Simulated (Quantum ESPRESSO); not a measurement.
## Commensurate spirals of MnS

This program has no spiral boundary conditions, so spirals of MnS are built in supercells. What do they cost, in energy and in time?

Method: LDA with U = 5 eV on Mn d (ortho-atomic projectors); plane waves with GBRV 1.5 LDA potentials, no spin-orbit coupling, flat spiral in a supercell, in Quantum ESPRESSO 7.5.

The database entry behind the starting cell differs from later determinations by our own check (an axis about 0.2 % short against later determinations), so it need not match the best structure at ambient conditions.

### Step 1. Starting point

Symmetry: Fm-3m, No. 225, cubic system. Conventional cell: a = 5.209 Å, b = 5.209 Å, c = 5.209 Å, α = 90.00°, β = 90.00°, γ = 90.00°. Mn has 6 S at 2.60 Å nearest. Nearest to S lie 6 Mn at 2.60 Å. Farther neighbours and most contacts between anions are not listed.

The cell comes from the Crystallography Open Database.

### Step 2. Parallel moments, one cell

File pw.in:

```
&CONTROL
  calculation = 'scf'
  prefix = 'pwscf'
  outdir = './tmp'
  pseudo_dir = './pseudo'
  disk_io = 'nowf'
/
&SYSTEM
  ibrav = 0
  nat = 2
  ntyp = 2
  ecutwfc = 34
  ecutrho = 238
  nbnd = 34
  occupations = 'smearing'
  smearing = 'fd'
  degauss = 0.00999582
  noncolin = .true.
  starting_magnetization(1) = 0.3
  angle1(1) = 90
  angle2(1) = 0
  starting_magnetization(2) = 0
/
&ELECTRONS
  conv_thr = 4d-09
  electron_maxstep = 150
  mixing_beta = 0.3
/
ATOMIC_SPECIES
Mn     54.9380 mn_lda_v1.5.uspp.F.UPF
S      32.0600 s_lda_v1.4.uspp.F.UPF
CELL_PARAMETERS angstrom
   0.0000000000    2.6045000000    2.6045000000
   2.6045000000    0.0000000000    2.6045000000
   2.6045000000    2.6045000000    0.0000000000
ATOMIC_POSITIONS crystal
Mn      0.0000000000    0.0000000000    0.0000000000
S       0.5000000000    0.5000000000    0.5000000000
K_POINTS automatic
12 6 6 0 0 0
HUBBARD {ortho-atomic}
U Mn-3d 5.0000
```

Run with:

```sh
$ OMP_NUM_THREADS=1 mpirun -n 4 pw.x -nk 4 -in pw.in > pw.out
```

The program printed:

```text
Program PWSCF v.7.5 starts

     Message from routine setup:
     using ibrav=0 with symmetry is DISCOURAGED, use correct ibrav instead

     K-points division:     npool     =       4
     Subspace diagonalization in iterative solution of the eigenvalue problem:

     G-vector sticks info
     --------------------
     sticks:   dense  smooth     PW     G-vecs:    dense   smooth      PW
     Sum         805     451    151                14841     6375    1211

     Using Slab Decomposition

     bravais-lattice index     =            0
     lattice parameter (alat)  =       6.9605  a.u.
     unit-cell volume          =     238.4513 (a.u.)^3
     number of atoms/cell      =            2
     number of atomic types    =            2
     number of electrons       =        21.00
     number of Kohn-Sham states=           34
     kinetic-energy cutoff     =      34.0000  Ry
     charge density cutoff     =     238.0000  Ry
     scf convergence threshold =      4.0E-09
     mixing beta               =       0.3000
     number of iterations used =            8  plain     mixing
     Exchange-correlation=  SLA  PZ   NOGX NOGC
                           (   1   1   0   0   0   0   0)
     Noncollinear calculation without spin-orbit

     Hubbard projectors: ortho-atomic
     Hubbard parameters of DFT+U (Dudarev formulation) in eV:
     U(Mn-3d) =  5.0000

     Internal variables: lda_plus_u =T, lda_plus_u_kind = 0

     Internal variables: orbital_resolved =F, hub_pot_fix =F, apply_U = F

     celldm(1)=   6.960465  celldm(2)=   0.000000  celldm(3)=   0.000000
     celldm(4)=   0.000000  celldm(5)=   0.000000  celldm(6)=   0.000000

     crystal axes: (cart. coord. in units of alat)
               a(1) = (   0.000000   0.707107   0.707107 )
               a(2) = (   0.707107   0.000000   0.707107 )
               a(3) = (   0.707107   0.707107   0.000000 )

     reciprocal axes: (cart. coord. in units 2 pi/alat)
               b(1) = ( -0.707107  0.707107  0.707107 )
               b(2) = (  0.707107 -0.707107  0.707107 )
               b(3) = (  0.707107  0.707107 -0.707107 )

     PseudoPot. # 1 for Mn read from file:
     mn_lda_v1.5.uspp.F.UPF
     Pseudo is Ultrasoft + core correction, Zval = 15.0
     Generated by new atomic code, or converted to UPF format
     Using radial grid of  859 points,  6 beta functions with:
                l(1) =   0
                l(2) =   0
                l(3) =   1
                l(4) =   1
                l(5) =   2
                l(6) =   2
     Q(r) pseudized with  8 coefficients,  rinner =    0.950   0.950   0.950
                                                       0.950   0.950

     PseudoPot. # 2 for S  read from file:
     s_lda_v1.4.uspp.F.UPF
     Pseudo is Ultrasoft + core correction, Zval =  6.0
     Generated by new atomic code, or converted to UPF format
     Using radial grid of  907 points,  6 beta functions with:
                l(1) =   0
                l(2) =   0
                l(3) =   1
                l(4) =   1
                l(5) =   2
                l(6) =   2
     Q(r) pseudized with  8 coefficients,  rinner =    1.300   1.300   1.300
                                                       1.300   1.300

     atomic species   valence    mass     pseudopotential
     Mn               15.00    54.93800     Mn( 1.00)
     S                 6.00    32.06000     S ( 1.00)

     16 Sym. Ops., with inversion, found

   Cartesian axes

     site n.     atom                  positions (alat units)
         1        Mn     tau(   1) = (   0.0000000   0.0000000   0.0000000  )
         2        S      tau(   2) = (   0.7071068   0.7071068   0.7071068  )

     number of k points=    93  Fermi-Dirac smearing, width (Ry)=  0.0100
                       cart. coord. in units 2pi/alat
        k(    1) = (   0.0000000   0.0000000   0.0000000), wk =   0.0023148
        k(    2) = (   0.1178511   0.1178511  -0.1178511), wk =   0.0185185
        k(    3) = (   0.2357023   0.2357023  -0.2357023), wk =   0.0185185
        k(    4) = (  -0.3535534  -0.3535534   0.3535534), wk =   0.0092593
        k(    5) = (   0.2357023   0.0000000  -0.0000000), wk =   0.0046296
        [... 88 further k-points ...]

     Dense  grid:    14841 G-vectors     FFT dimensions: (  36,  36,  36)

     Smooth grid:     6375 G-vectors     FFT dimensions: (  25,  25,  25)

     Check: negative core charge=   -0.000023
     Generating pointlists ...
     new r_m :   0.2917 (alat units)  2.0302 (a.u.) for type    1
     new r_m :   0.2917 (alat units)  2.0302 (a.u.) for type    2

     Initial potential from superposition of free atoms

     starting charge      20.4999, renormalised to      21.0000

     STARTING HUBBARD OCCUPATIONS:

     ================= HUBBARD OCCUPATIONS ================
     ------------------------ ATOM    1 ------------------------
     Tr[ns(  1)] (up, down, total) =   2.50000  2.50000  5.00000
     [... lines left out ...]
     Atomic magnetic moment mx, my, mz =     5.000000    0.000000    0.000000

     Number of occupied Hubbard levels =    5.0000

 ==============================================================================
     atom number    1 relative position :    0.0000   0.0000   0.0000
     charge :    13.494502  (integrated on a sphere of radius 0.292)
     magnetization :          3.988408    0.000000    0.000000
     magnetization/charge:    0.295558    0.000000    0.000000
     polar coord.: r, theta, phi [deg] :     3.988408   90.000000    0.000000

 ==============================================================================

 ==============================================================================
     atom number    2 relative position :    0.7071   0.7071   0.7071
     charge :     4.493990  (integrated on a sphere of radius 0.292)
     magnetization :          0.065054    0.000000    0.000000
     magnetization/charge:    0.014476    0.000000    0.000000
     polar coord.: r, theta, phi [deg] :     0.065054   90.000000    0.000000

 ==============================================================================

     Atomic wfc used for Hubbard projectors are orthogonalized

     Starting wfcs are   34 randomized atomic wfcs

     Self-consistent Calculation

     iteration #  1     ecut=    34.00 Ry     beta= 0.30
     Davidson diagonalization with overlap
     ethr =  1.00E-02,  avg # of iterations =  4.4

     ================= HUBBARD OCCUPATIONS ================
     ------------------------ ATOM    1 ------------------------
     Tr[ns(  1)] (up, down, total) =   2.50753  2.50753  5.01506
     [... lines left out ...]
     Atomic magnetic moment mx, my, mz =     4.746766   -0.000000    0.000000

     Number of occupied Hubbard levels =    5.0151

     total energy              =    -235.15865253 Ry
     estimated scf accuracy    <       0.46028862 Ry

     total magnetization       =     5.00     0.00     0.00 Bohr mag/cell
     absolute magnetization    =     5.00 Bohr mag/cell

     iteration #  2     ecut=    34.00 Ry     beta= 0.30
     Davidson diagonalization with overlap
     ethr =  2.19E-03,  avg # of iterations =  2.0

     total energy              =    -235.22921359 Ry
     estimated scf accuracy    <       0.02619676 Ry

     total magnetization       =     5.00    -0.00    -0.00 Bohr mag/cell
     absolute magnetization    =     5.00 Bohr mag/cell

     iteration #  3     ecut=    34.00 Ry     beta= 0.30
     Davidson diagonalization with overlap
     ethr =  1.25E-04,  avg # of iterations =  4.1

     total energy              =    -235.23576220 Ry
     estimated scf accuracy    <       0.00896725 Ry

     total magnetization       =     5.00    -0.00    -0.00 Bohr mag/cell
     absolute magnetization    =     5.00 Bohr mag/cell

     [... further iterations left out ...]

     iteration #  7     ecut=    34.00 Ry     beta= 0.30
     Davidson diagonalization with overlap
     ethr =  1.55E-07,  avg # of iterations =  2.0

     total energy              =    -235.23632365 Ry
     estimated scf accuracy    <       0.00000545 Ry

     total magnetization       =     5.00    -0.00     0.00 Bohr mag/cell
     absolute magnetization    =     5.00 Bohr mag/cell

     iteration #  8     ecut=    34.00 Ry     beta= 0.30
     Davidson diagonalization with overlap
     ethr =  2.59E-08,  avg # of iterations =  2.6

     total energy              =    -235.23632553 Ry
     estimated scf accuracy    <       0.00000028 Ry

     total magnetization       =     5.00    -0.00     0.00 Bohr mag/cell
     absolute magnetization    =     5.00 Bohr mag/cell

     iteration #  9     ecut=    34.00 Ry     beta= 0.30
     Davidson diagonalization with overlap
     ethr =  1.33E-09,  avg # of iterations =  3.6

     total energy              =    -235.23632555 Ry
     estimated scf accuracy    <       0.00000012 Ry

     total magnetization       =     5.00     0.00    -0.00 Bohr mag/cell
     absolute magnetization    =     5.00 Bohr mag/cell

     iteration # 10     ecut=    34.00 Ry     beta= 0.30
     Davidson diagonalization with overlap
     ethr =  5.79E-10,  avg # of iterations =  2.0

 ==============================================================================
     atom number    1 relative position :    0.0000   0.0000   0.0000
     charge :    13.152633  (integrated on a sphere of radius 0.292)
     magnetization :          4.497902    0.000000    0.000000
     magnetization/charge:    0.341977    0.000000    0.000000
     polar coord.: r, theta, phi [deg] :     4.497902   90.000000    0.000000

 ==============================================================================

 ==============================================================================
     atom number    2 relative position :    0.7071   0.7071   0.7071
     charge :     4.694044  (integrated on a sphere of radius 0.292)
     magnetization :          0.116930    0.000000    0.000000
     magnetization/charge:    0.024910    0.000000    0.000000
     polar coord.: r, theta, phi [deg] :     0.116930   90.000000    0.000000

 ==============================================================================

     End of self-consistent calculation

     ================= HUBBARD OCCUPATIONS ================
     ------------------------ ATOM    1 ------------------------
     Tr[ns(  1)] (up, down, total) =   2.61480  2.61480  5.22960
     [... lines left out ...]
     Atomic magnetic moment mx, my, mz =     4.716207   -0.000000    0.000000

     Number of occupied Hubbard levels =    5.2296
     [... lines left out ...]
     the Fermi energy is    10.3606 ev

!    total energy              =    -235.23632557 Ry
     estimated scf accuracy    <          1.9E-09 Ry
     smearing contrib. (-TS)   =      -0.00011779 Ry
     internal energy E=F+TS    =    -235.23620778 Ry

     The total energy is F=E-TS. E is the sum of the following terms:
     one-electron contribution =    -132.73267566 Ry
     hartree contribution      =      73.76870639 Ry
     xc contribution           =     -34.82735501 Ry
     ewald contribution        =    -141.49328214 Ry
     Hubbard energy            =       0.04839864 Ry

     total magnetization       =     5.00    -0.00    -0.00 Bohr mag/cell
     absolute magnetization    =     5.00 Bohr mag/cell

     convergence has been achieved in  10 iterations

=------------------------------------------------------------------------------=
   JOB DONE.
=------------------------------------------------------------------------------=
```

The job ended after 16 s (4 MPI ranks of Intel Xeon 6975P-C (Granite Rapids), shared host; peak memory 0.43 GiB).

Spin moment in the atom's sphere by atom:

```
atom  x (μB)  y (μB)  z (μB)  size
 Mn1    4.50    0.00    0.00  4.50
  S2    0.12    0.00    0.00  0.12
```

Read from the output:

```yaml
smearing_term_ts: 0.001603 eV
magnetization: 4.999, 0, 0 μB
absolute_magnetization: 4.999 μB
final_state: ferromagnetic
```

### Step 3. One turn in 2 cells along the input cell's a

Neighbouring cells are turned by 180° in the xy plane; the cell holds 4 atoms.

File pw.in:

```
&CONTROL
  calculation = 'scf'
  prefix = 'pwscf'
  outdir = './tmp'
  pseudo_dir = './pseudo'
  disk_io = 'nowf'
/
&SYSTEM
  ibrav = 0
  nat = 4
  ntyp = 4
  ecutwfc = 34
  ecutrho = 238
  nbnd = 60
  occupations = 'smearing'
  smearing = 'fd'
  degauss = 0.00999582
  noncolin = .true.
  starting_magnetization(1) = 0.3
  angle1(1) = 90
  angle2(1) = 0
  starting_magnetization(2) = 0.3
  angle1(2) = 90
  angle2(2) = 180
  starting_magnetization(3) = 0
  starting_magnetization(4) = 0
/
&ELECTRONS
  conv_thr = 8d-09
  electron_maxstep = 150
  mixing_beta = 0.3
/
ATOMIC_SPECIES
Mn1    54.9380 mn_lda_v1.5.uspp.F.UPF
Mn2    54.9380 mn_lda_v1.5.uspp.F.UPF
S1     32.0600 s_lda_v1.4.uspp.F.UPF
S2     32.0600 s_lda_v1.4.uspp.F.UPF
CELL_PARAMETERS angstrom
   0.0000000000    5.2090000000    5.2090000000
   2.6045000000    0.0000000000    2.6045000000
   2.6045000000    2.6045000000    0.0000000000
ATOMIC_POSITIONS crystal
Mn1     0.0000000000    0.0000000000    0.0000000000
Mn2     0.5000000000    0.0000000000    0.0000000000
S1      0.2500000000    0.5000000000    0.5000000000
S2      0.7500000000    0.5000000000    0.5000000000
K_POINTS automatic
6 6 6 0 0 0
HUBBARD {ortho-atomic}
U Mn1-3d 5.0000
U Mn2-3d 5.0000
```

The program printed:

```text
     [... lines left out ...]
Program PWSCF v.7.5 starts
     [... lines left out ...]
     number of atoms/cell      =            4
     [... lines left out ...]
     number of electrons       =        42.00
     number of Kohn-Sham states=           60
     kinetic-energy cutoff     =      34.0000  Ry
     charge density cutoff     =     238.0000  Ry
     scf convergence threshold =      8.0E-09
     [... lines left out ...]
     Noncollinear calculation without spin-orbit
     [... lines left out ...]
      2 Sym. Ops. (no inversion) found
     [... lines left out ...]
     number of k points=   114  Fermi-Dirac smearing, width (Ry)=  0.0100
     [... lines left out ...]
     iteration # 14     ecut=    34.00 Ry     beta= 0.30
     [... lines left out ...]
     atom number    1 relative position :    0.0000   0.0000   0.0000
     [... lines left out ...]
     magnetization :          4.423873    0.000038    0.000038
     [... lines left out ...]
     atom number    2 relative position :    0.0000   0.3536   0.3536
     [... lines left out ...]
     magnetization :         -4.423873   -0.000007   -0.000007
     [... lines left out ...]
     atom number    3 relative position :    0.3536   0.3536   0.3536
     [... lines left out ...]
     magnetization :          0.000000    0.000000    0.000000
     [... lines left out ...]
     atom number    4 relative position :    0.3536   0.7071   0.7071
     [... lines left out ...]
     magnetization :          0.000000    0.000000    0.000000
     [... lines left out ...]
     Tr[ns(  1)] (up, down, total) =   2.62946  2.62942  5.25889
     [... lines left out ...]
     Tr[ns(  2)] (up, down, total) =   2.62944  2.62945  5.25889
     [... lines left out ...]
     the Fermi energy is    10.2714 ev
!    total energy              =    -470.47934982 Ry
     estimated scf accuracy    <          9.3E-10 Ry
     smearing contrib. (-TS)   =      -0.00000561 Ry
     [... lines left out ...]
     total magnetization       =    -0.00     0.00     0.00 Bohr mag/cell
     absolute magnetization    =     9.45 Bohr mag/cell
     convergence has been achieved in  14 iterations
```

It took 2 min on 4 MPI ranks; peak memory 0.93 GiB; 8.1 min of CPU time.

Spin moment in the atom's sphere by atom:

```
atom  x (μB)  y (μB)  z (μB)  size
 Mn1    4.42    0.00    0.00  4.42
 Mn2   -4.42    0.00    0.00  4.42
  S3    0.00    0.00    0.00  0.00
  S4    0.00    0.00    0.00  0.00
```

Numbers from this step:

```yaml
smearing_term_ts: 7.63e-5 eV
magnetization: 0, 0, 0 μB
absolute_magnetization: 9.446 μB
final_state: antiferromagnetic
```

(Part 1 of 2 ends here.)

[Logs and program files are shortened in this print: banners, set-up blocks, solver, clock and traceback lines can be left out without a mark of their own.]

[Logs are printed without paths, hosts, clocks, repeated set-up lines and the standing remarks that a program may print on its own settings, such as how far it seeks lower states.]

[Hosts, paths, dates, database ids (printed as entryN), source tags and the programs' standing remarks are cut or masked in the printed files.]

[Where a cell is said to come from a database of computed structures, the database is the Materials Project.]
